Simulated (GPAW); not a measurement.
Entries from a set of simulations; values are calculated unless marked as measured.

**CaGaSnH (P3m1): one start, several treatments of the self-energy**

It takes space group P3m1 (No. 156, trigonal). Conventional cell: a = 4.385 Å, b = 4.385 Å, c = 4.968 Å, α = 90.00°, β = 90.00°, γ = 120.00°. Ca has 3 H at 2.54 Å nearest. Nearest to Ga lie 1 H at 1.73 Å and 3 Sn at 2.67 Å. Sn has 3 Ga at 2.67 Å nearest. Nearest to H lie 1 Ga at 1.73 Å and 3 Ca at 2.54 Å. Farther neighbours are not listed.

```
method                                  : DFT, LDA, plane waves, PAW (and 3 further levels or steps)
program                                 : GPAW 26.7.0
settings of one run                     : cutoff 600 eV, GPAW PAW setups 1.2.1 data release, 3×3×2 k-mesh, nbands 288
cost                                    : 6 runs, 3.8 min in all on 4 MPI ranks of Arm Neoverse V1, shared host (the runs of this entry)
notes                                   : The cell and positions come from the Crystallography Open Database and are kept as given unless a step says otherwise. Limits: no spin-orbit coupling. Bands and cutoff are finite, so the gap is not at the basis limit. The miss can reach some tenths of an eV and take either sign; the mesh is an error of its own. The 3×3×2 mesh is coarse for this cell, which bears on the long-range parts of exchange and screening.
G0W0, Godby-Needs plasmon pole          : 0.677 eV
one-shot HSE06                          : 0.760 eV
G0W0, extrapolated in the cutoff        : 0.775 eV
one-shot PBE0                           : 1.391 eV
G0W0, full frequency, Hilbert transform : 0.709 eV
known limits                            : not at the basis limit; no spin-orbit coupling; coarse k mesh
```

One-shot HSE06: +0.083 eV against G0W0, Godby-Needs plasmon pole. G0W0, extrapolated in the cutoff: +0.098 eV against G0W0, Godby-Needs plasmon pole, at other bands or cutoff, so not like for like.

[Paths, hosts, dates, memory and timing lines, banners, echoed tables and standing remarks are left out of the program output.]

[Logs are printed without paths, hosts, clocks, repeated set-up lines and the standing remarks that a program may print on its own settings, such as how far it seeks lower states.]

[Runs of the session that timed out or met a known fault of the program may be left out.]

[Hosts, paths, dates, database ids (printed as entryN), source tags and the programs' standing remarks are cut or masked in the printed files.]
